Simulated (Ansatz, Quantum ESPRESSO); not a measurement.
# TiSnTe3 (Pm-3m): zone-centre phonons, part 2 of 3

Wanted: the vibrations of TiSnTe3 (Pm-3m) at Γ, by two programs.

Quantum ESPRESSO 8.0 development, patched; DFT LDA, scalar-relativistic, plane waves, PseudoDojo norm-conserving pseudopotentials.

So far. Step 2 (A probe with smearing): No gap opens on this mesh, so smearing is kept; the start stands at -5.6 GPa. Step 4 (Self-consistent run for the response): The cell stands at 0.001 GPa, close enough for phonons. The relaxed cell has a = 5.244 Å (conventional setting).

The structure was built from a prototype and need not be the compound's stable phase.

### 5. Linear response at Γ

At q = 0 one unit cell holds all displacements; symmetry groups them into irreducible representations that are solved one by one. With smeared occupations no response to a homogeneous field can be asked.

File ph.in:

```
phonons
&INPUTPH
  prefix       = 'x'
  outdir       = './tmp'
  fildyn       = 'g.dyn'
  tr2_ph       = 1.0d-18
  alpha_mix(1) = 0.4
  nmix_ph      = 8
/
0.000000000000 0.000000000000 0.000000000000
```

On the command line:

```bash
OMP_NUM_THREADS=1 mpirun -n 4 ph.x -nk 4 -in ph.in > ph.out
```

What it wrote:

```text
[banners, grids, parts of the stress and lines that vanish by symmetry left out]
[banner, memory and clock lines left out]
Program PHONON v.8.0dev

     Dynamical matrices for q-points given in input
     (   1q-points):
       N         xq(1)         xq(2)         xq(3)
       1   0.000000000   0.000000000   0.000000000

     ./tmp/x.save/

     IMPORTANT: XC functional enforced from input :
     Exchange-correlation= PW
                           (   1   4   0   0   0   0   0)
     Any further DFT definition will be discarded
     Please, verify this is what you really want

     G-vector sticks info

     Reading collected, re-writing distributed wavefunctions in ./tmp/

     Number and degeneracy of irreps per q-point
       N         xq(1)         xq(2)         xq(3)   N irreps
       1   0.000000000   0.000000000   0.000000000       5
        3   3   3   3   3

     Calculation of q =    0.0000000   0.0000000   0.0000000

     phonons

     bravais-lattice index     =            1
     lattice parameter (alat)  =       9.9103  a.u.
     unit-cell volume          =     973.3330 (a.u.)^3
     number of atoms/cell      =            5
     number of atomic types    =            3
     kinetic-energy cut-off    =      84.0000  Ry
     charge density cut-off    =     336.0000  Ry
     convergence threshold     =      1.0E-18
     beta                      =       0.4000
     number of iterations used =            8
     Exchange-correlation= PW
                           (   1   4   0   0   0   0   0)

     celldm(1)=    9.91031  celldm(2)=    0.00000  celldm(3)=    0.00000
     celldm(4)=    0.00000  celldm(5)=    0.00000  celldm(6)=    0.00000

     crystal axes: (cart. coord. in units of alat)
               a(1) = (  1.0000  0.0000  0.0000 )
               a(2) = (  0.0000  1.0000  0.0000 )
               a(3) = (  0.0000  0.0000  1.0000 )

     reciprocal axes: (cart. coord. in units 2 pi/alat)
               b(1) = (  1.0000  0.0000  0.0000 )
               b(2) = (  0.0000  1.0000  0.0000 )
               b(3) = (  0.0000  0.0000  1.0000 )

     Atoms inside the unit cell:

     Cartesian axes

     site n.  atom      mass           positions (alat units)
        1  Sn    118.7100   tau(    1) = (    0.00000    0.00000    0.00000  )
        2  Ti     47.8670   tau(    2) = (    0.50000    0.50000    0.50000  )
        3  Te    127.6000   tau(    3) = (    0.50000    0.50000    0.00000  )
        4  Te    127.6000   tau(    4) = (    0.50000    0.00000    0.50000  )
        5  Te    127.6000   tau(    5) = (    0.00000    0.50000    0.50000  )

     Computing dynamical matrix for
                    q = (   0.0000000   0.0000000   0.0000000 )

     49 Sym.Ops. (with q -> -q+G )

     G cutoff =  835.8991  ( 101073 G-vectors)     FFT grid: ( 60, 60, 60)

     number of k points=    20  Marzari-Vanderbilt smearing, width (Ry)=  0.0200
                       cart. coord. in units 2pi/alat
        k(    1) = (   0.0000000   0.0000000   0.0000000), wk =   0.0092593
        k(    2) = (   0.0000000   0.0000000   0.1666667), wk =   0.0555556
        k(    3) = (   0.0000000   0.0000000   0.3333333), wk =   0.0555556
        [... further k-points left out ...]

     PseudoPot. # 1 for Sn read from file:
     ./pseudo/Sn.upf
     Pseudo is Norm-conserving + core correction, Zval = 14.0
     Using radial grid of 1608 points,  6 beta functions with:
                l(1) =   0
                l(2) =   0
                l(3) =   1
                l(4) =   1
                l(5) =   2
                l(6) =   2

     PseudoPot. # 2 for Ti read from file:
     ./pseudo/Ti.upf
     Pseudo is Norm-conserving + core correction, Zval = 12.0
     Using radial grid of 1568 points,  6 beta functions with:
                l(1) =   0
                l(2) =   0
                l(3) =   1
                l(4) =   1
                l(5) =   2
                l(6) =   2

     PseudoPot. # 3 for Te read from file:
     ./pseudo/Te.upf
     Pseudo is Norm-conserving + core correction, Zval = 16.0
     Using radial grid of 1278 points,  6 beta functions with:
                l(1) =   0
                l(2) =   0
                l(3) =   1
                l(4) =   1
                l(5) =   2
                l(6) =   2

     Mode symmetry, O_h (m-3m)  point group:

     Atomic displacements:
     There are    5 irreducible representations

     Representation     1      3 modes -  To be done

     Representation     2      3 modes -  To be done

     Representation     3      3 modes -  To be done

     Representation     4      3 modes -  To be done

     Representation     5      3 modes -  To be done

     Alpha used in Ewald sum =   2.8000

     Representation #   1 modes #   1   2   3

     Self-consistent Calculation

     The passes end when |ddv_scf|^2 is under  2.6E-20 (on this mesh; tr2_ph alone asks  1.0E-18)
      iter #   1   av.it.:   8.3
      thresh= 1.000E-02 alpha_mix =  0.400 |ddv_scf|^2 =  8.461E-07
      iter #   2   av.it.:  16.0
      thresh= 9.198E-05 alpha_mix =  0.400 |ddv_scf|^2 =  4.599E-08
      iter #   3   av.it.:  16.4
      thresh= 2.144E-05 alpha_mix =  0.400 |ddv_scf|^2 =  1.268E-09
      iter #   4   av.it.:  16.8
      thresh= 3.561E-06 alpha_mix =  0.400 |ddv_scf|^2 =  1.222E-10
      iter #   5   av.it.:  16.5
      thresh= 1.105E-06 alpha_mix =  0.400 |ddv_scf|^2 =  1.176E-11
      iter #   6   av.it.:  16.8
      thresh= 3.429E-07 alpha_mix =  0.400 |ddv_scf|^2 =  3.708E-13
      iter #   7   av.it.:  16.6
      thresh= 6.089E-08 alpha_mix =  0.400 |ddv_scf|^2 =  2.096E-14
      iter #   8   av.it.:  17.4
      thresh= 1.448E-08 alpha_mix =  0.400 |ddv_scf|^2 =  6.262E-16
      iter #   9   av.it.:  17.1
      thresh= 2.502E-09 alpha_mix =  0.400 |ddv_scf|^2 =  2.616E-17
      iter #  10   av.it.:  16.9
      thresh= 5.114E-10 alpha_mix =  0.400 |ddv_scf|^2 =  4.896E-18
      iter #  11   av.it.:  16.9
      thresh= 2.213E-10 alpha_mix =  0.400 |ddv_scf|^2 =  3.231E-20
      iter #  12   av.it.:  17.8
      thresh= 1.797E-11 alpha_mix =  0.400 |ddv_scf|^2 =  7.844E-22

     End of self-consistent calculation

     Convergence has been achieved

     Representation #   2 modes #   4   5   6

     Self-consistent Calculation

     The passes end when |ddv_scf|^2 is under  2.6E-20 (on this mesh; tr2_ph alone asks  1.0E-18)
      iter #   1   av.it.:   7.6
      thresh= 1.000E-02 alpha_mix =  0.400 |ddv_scf|^2 =  7.523E-07
      iter #   2   av.it.:  15.4
      thresh= 8.673E-05 alpha_mix =  0.400 |ddv_scf|^2 =  5.389E-08
[...]
End of self-consistent calculation

     Convergence has been achieved

     Representation #   3 modes #   7   8   9

     Self-consistent Calculation

     The passes end when |ddv_scf|^2 is under  2.6E-20 (on this mesh; tr2_ph alone asks  1.0E-18)
[...]
End of self-consistent calculation

     Convergence has been achieved

     Representation #   4 modes #  10  11  12

     Self-consistent Calculation

     The passes end when |ddv_scf|^2 is under  2.6E-20 (on this mesh; tr2_ph alone asks  1.0E-18)
[...]
End of self-consistent calculation

     Convergence has been achieved

     Representation #   5 modes #  13  14  15

     Self-consistent Calculation

     The passes end when |ddv_scf|^2 is under  2.6E-20 (on this mesh; tr2_ph alone asks  1.0E-18)
[...]
iter #   4   av.it.:  16.5
      thresh= 1.678E-06 alpha_mix =  0.400 |ddv_scf|^2 =  7.850E-13
      iter #   5   av.it.:  15.9
      thresh= 8.860E-08 alpha_mix =  0.400 |ddv_scf|^2 =  1.498E-13
      iter #   6   av.it.:  16.2
      thresh= 3.871E-08 alpha_mix =  0.400 |ddv_scf|^2 =  1.709E-15
      iter #   7   av.it.:  16.8
      thresh= 4.134E-09 alpha_mix =  0.400 |ddv_scf|^2 =  3.406E-17
      iter #   8   av.it.:  16.6
      thresh= 5.836E-10 alpha_mix =  0.400 |ddv_scf|^2 =  3.006E-18
      iter #   9   av.it.:  17.2
      thresh= 1.734E-10 alpha_mix =  0.400 |ddv_scf|^2 =  4.578E-20
      iter #  10   av.it.:  17.1
      thresh= 2.140E-11 alpha_mix =  0.400 |ddv_scf|^2 =  1.559E-22

     End of self-consistent calculation

     Convergence has been achieved

     Number of q in the star =    1
     List of q in the star:
          1   0.000000000   0.000000000   0.000000000

     Diagonalizing the dynamical matrix

     q = (    0.000000000   0.000000000   0.000000000 )

 **************************************************************************
     freq (    1) =      -2.826815 [THz] =     -94.292395 [cm-1]
     freq (    2) =      -2.826815 [THz] =     -94.292395 [cm-1]
     freq (    3) =      -2.826815 [THz] =     -94.292395 [cm-1]
     freq (    4) =      -2.059484 [THz] =     -68.697006 [cm-1]
     freq (    5) =      -2.059484 [THz] =     -68.697006 [cm-1]
     freq (    6) =      -2.059484 [THz] =     -68.697006 [cm-1]
     freq (    7) =       0.014445 [THz] =       0.481831 [cm-1]
     freq (    8) =       0.014445 [THz] =       0.481831 [cm-1]
     freq (    9) =       0.014445 [THz] =       0.481831 [cm-1]
     freq (   10) =       0.365664 [THz] =      12.197224 [cm-1]
     freq (   11) =       0.365664 [THz] =      12.197224 [cm-1]
     freq (   12) =       0.365664 [THz] =      12.197224 [cm-1]
     freq (   13) =       7.711151 [THz] =     257.216306 [cm-1]
     freq (   14) =       7.711151 [THz] =     257.216306 [cm-1]
     freq (   15) =       7.711151 [THz] =     257.216306 [cm-1]
 **************************************************************************

     Mode symmetry, O_h (m-3m)  point group:

     freq (   1-   3) =        -94.3  [cm-1]   --> T_1u G_15  G_4- I
     freq (   4-   6) =        -68.7  [cm-1]   --> T_2u G_25  G_5-
     freq (   7-   9) =          0.5  [cm-1]   --> T_1u G_15  G_4- I
     freq (  10-  12) =         12.2  [cm-1]   --> T_1u G_15  G_4- I
     freq (  13-  15) =        257.2  [cm-1]   --> T_1u G_15  G_4- I
```

Run time: 24 min. Hardware: 4 MPI ranks of AMD EPYC 9R45, shared host; 1.6 h of CPU time.

Read from the output:

```yaml
largest_acoustic_frequency_at_the_zone_centre_before_the_sum_rule: 0.48 cm⁻¹
highest_optical_zone_centre_mode_no_lo_to_term: 257.2 cm⁻¹
lowest_optical_zone_centre_mode: -94.29 cm⁻¹
```

The acoustic modes at Γ come out as far as 0.5 cm⁻¹ from zero, where they should vanish, a small numerical error. The lowest optical mode is imaginary, 94i cm⁻¹, an instability at this level and on this k mesh.

### 6. Modes with the sum rule

A rigid shift of the crystal must cost nothing, but grids and finite bases break this; the acoustic sum rule is imposed before the matrix is diagonalised again.

File dynmat.in:

```
&INPUT
  fildyn = 'g.dyn'
  asr    = 'simple'
  fileig = 'dynmat.eig'
/
```

On the command line:

```bash
dynmat.x -in dynmat.in > dynmat.out
```

What it wrote:

```text
[banner, memory and clock lines left out]
Program DYNMAT v.8.0dev

     Reading Dynamical Matrix from file g.dyn
     ...Force constants read
     ...epsilon and Z* not read (not found on file)
     A direction for q was not specified:TO-LO splitting will be absent

     Polarizability (A^3 units)
     multiply by 1.000000 for Clausius-Mossotti correction (not under assume_isolated = 'mt')
         0.000000    0.000000    0.000000
         0.000000    0.000000    0.000000
         0.000000    0.000000    0.000000

     IR activities are in (D/A)^2/amu units

# mode   [cm-1]    [THz]      IR
    1    -94.29   -2.8268    0.0000
    2    -94.29   -2.8268    0.0000
    3    -94.29   -2.8268    0.0000
    4    -68.69   -2.0594    0.0000
    5    -68.69   -2.0594    0.0000
    6    -68.69   -2.0594    0.0000
    7     -0.00   -0.0000    0.0000
    8     -0.00   -0.0000    0.0000
    9      0.00    0.0000    0.0000
   10     12.11    0.3632    0.0000
   11     12.11    0.3632    0.0000
   12     12.11    0.3632    0.0000
   13    257.21    7.7109    0.0000
   14    257.21    7.7109    0.0000
   15    257.21    7.7109    0.0000

[end of the log left out, with the tail of the file of modes that dynmat.x writes under the same name]
```

Run time: 0.59 s. Hardware: 1 thread.

Unit eigenvectors of the mass-weighted matrix after the sum rule; no LO-TO term. Modes at Γ, with each element's share of the kinetic energy (negative means imaginary):

| mode | frequency (cm⁻¹) | Sn % | Ti % | Te % |
| --- | --- | --- | --- | --- |
| 1 | -94.3 | 62 | 2 | 36 |
| 2 | -94.3 | 62 | 2 | 36 |
| 3 | -94.3 | 62 | 2 | 36 |
| 4 | -68.7 | 0 | 0 | 100 |
| 5 | -68.7 | 0 | 0 | 100 |
| 6 | -68.7 | 0 | 0 | 100 |
| 7 | 0.0 | 22 | 9 | 70 |
| 8 | 0.0 | 22 | 9 | 70 |
| 9 | 0.0 | 22 | 9 | 70 |
| 10 | 12.1 | 16 | 33 | 51 |
| 11 | 12.1 | 16 | 33 | 51 |
| 12 | 12.1 | 16 | 33 | 51 |
| 13 | 257.2 | 0 | 57 | 43 |
| 14 | 257.2 | 0 | 57 | 43 |
| 15 | 257.2 | 0 | 57 | 43 |

Displacements in mode 3 (-94.3 cm⁻¹), the largest set to 1:
```
Sn1  0.03 -0.38  1.00
Ti2  0.01 -0.10  0.26
Te3 -0.01  0.20  0.01
Te4 -0.01  0.00 -0.52
Te5  0.00  0.20 -0.52
```

Displacements in mode 14 (257.2 cm⁻¹), the largest set to 1:
```
Sn1  0.00  0.00 -0.01
Ti2  0.00  0.00  1.00
Te3  0.00  0.00 -0.52
Te4  0.00  0.00  0.08
Te5  0.00  0.00  0.08
```

The rule moves no optical mode by more than 0.1 cm⁻¹.

### 7. Sum rules set otherwise: a sum rule for molecules or wires on a crystal

This rule also removes rotations, which suits molecules and not a crystal; it is tried to see the harm.

File dynmat.in:

```
&INPUT
  fildyn = 'g.dyn'
  asr    = 'zero-dim'
  fileig = 'dynmat.eig'
/
```

On the command line:

```bash
dynmat.x -in dynmat.in > dynmat.out
```

What it wrote:

```text
[banner, memory and clock lines left out]
Program DYNMAT v.8.0dev

     Reading Dynamical Matrix from file g.dyn
     ...Force constants read
     ...epsilon and Z* not read (not found on file)
     Warning: this looks like a crystal, not a molecule in a box: use asr = 'crystal'
     Acoustic Sum Rule: || Z*(ASR) - Z*(orig)|| =    0.000000E+00
     Acoustic Sum Rule: ||dyn(ASR) - dyn(orig)||=    1.273004E-01
     A direction for q was not specified:TO-LO splitting will be absent

     Polarizability (A^3 units)
     multiply by 1.000000 for Clausius-Mossotti correction (not under assume_isolated = 'mt')
         0.000000    0.000000    0.000000
         0.000000    0.000000    0.000000
         0.000000    0.000000    0.000000

     IR activities are in (D/A)^2/amu units

# mode   [cm-1]    [THz]      IR
    1    -94.29   -2.8268    0.0000
    2    -91.04   -2.7294    0.0000
    3    -91.04   -2.7294    0.0000
    4    -62.60   -1.8767    0.0000
    5    -62.60   -1.8767    0.0000
    6     -0.00   -0.0000    0.0000
    7     -0.00   -0.0000    0.0000
    8      0.00    0.0000    0.0000
    9      0.00    0.0000    0.0000
   10      0.00    0.0000    0.0000
   11      0.00    0.0000    0.0000
   12     12.18    0.3650    0.0000
   13    257.21    7.7111    0.0000
   14    263.78    7.9078    0.0000
   15    263.78    7.9078    0.0000

[end of the log left out, with the tail of the file of modes that dynmat.x writes under the same name]
```

It took 0.59 s on 1 thread.

The run ended normally, but on settings that are not sound.

The fault: a sum rule for molecules or wires on a crystal; 3 optical modes are projected out to zero frequency, as if they were rotations.

For a crystal the rule has to be 'simple' or 'crystal'.

Zone-centre frequencies as printed; negative means imaginary. Modes:

| mode | frequency (cm⁻¹) |
| --- | --- |
| 1 | -94.29 |
| 2 | -91.04 |
| 3 | -91.04 |
| 4 | -62.6 |
| 5 | -62.6 |
| 6 | 0 |
| 7 | 0 |
| 8 | 0 |
| 9 | 0 |
| 10 | 0 |
| 11 | 0 |
| 12 | 12.18 |
| 13 | 257.2 |
| 14 | 263.8 |
| 15 | 263.8 |

### 8. Sum rules set otherwise (asr no)

Without the rule the raw error of the acoustic modes shows.

File dynmat.in:

```
&INPUT
  fildyn = 'g.dyn'
  asr    = 'no'
  fileig = 'dynmat.eig'
/
```

On the command line:

```bash
dynmat.x -in dynmat.in > dynmat.out
```

What it wrote:

```text
[banner, memory and clock lines left out]
Program DYNMAT v.8.0dev

     Reading Dynamical Matrix from file g.dyn
     ...Force constants read
     ...epsilon and Z* not read (not found on file)
     A direction for q was not specified:TO-LO splitting will be absent

     Polarizability (A^3 units)
     multiply by 1.000000 for Clausius-Mossotti correction (not under assume_isolated = 'mt')
         0.000000    0.000000    0.000000
         0.000000    0.000000    0.000000
         0.000000    0.000000    0.000000

     IR activities are in (D/A)^2/amu units

# mode   [cm-1]    [THz]      IR
    1    -94.29   -2.8268    0.0000
    2    -94.29   -2.8268    0.0000
    3    -94.29   -2.8268    0.0000
    4    -68.70   -2.0595    0.0000
    5    -68.70   -2.0595    0.0000
    6    -68.70   -2.0595    0.0000
    7      0.48    0.0145    0.0000
    8      0.48    0.0145    0.0000
    9      0.48    0.0145    0.0000
   10     12.20    0.3657    0.0000
   11     12.20    0.3657    0.0000
   12     12.20    0.3657    0.0000
   13    257.22    7.7112    0.0000
   14    257.22    7.7112    0.0000
   15    257.22    7.7112    0.0000

[end of the log left out, with the tail of the file of modes that dynmat.x writes under the same name]
```

Wall time 0.58 s (1 thread).

Zone-centre frequencies as printed; negative means imaginary. Modes:

| mode | frequency (cm⁻¹) |
| --- | --- |
| 1 | -94.29 |
| 2 | -94.29 |
| 3 | -94.29 |
| 4 | -68.7 |
| 5 | -68.7 |
| 6 | -68.7 |
| 7 | 0.48 |
| 8 | 0.48 |
| 9 | 0.48 |
| 10 | 12.2 |
| 11 | 12.2 |
| 12 | 12.2 |
| 13 | 257.2 |
| 14 | 257.2 |
| 15 | 257.2 |

Against the first rule no mode moves by more than 0.5 cm⁻¹.

(Continued in part 3 of 3.)

[Host names and launcher messages were left out of these logs when they were recorded.]

[Logs are printed without paths, hosts, clocks, repeated set-up lines and the standing remarks that a program may print on its own settings, such as how far it seeks lower states.]

[Hosts, paths, dates, database ids (printed as entryN), source tags and the programs' standing remarks are cut or masked in the printed files.]
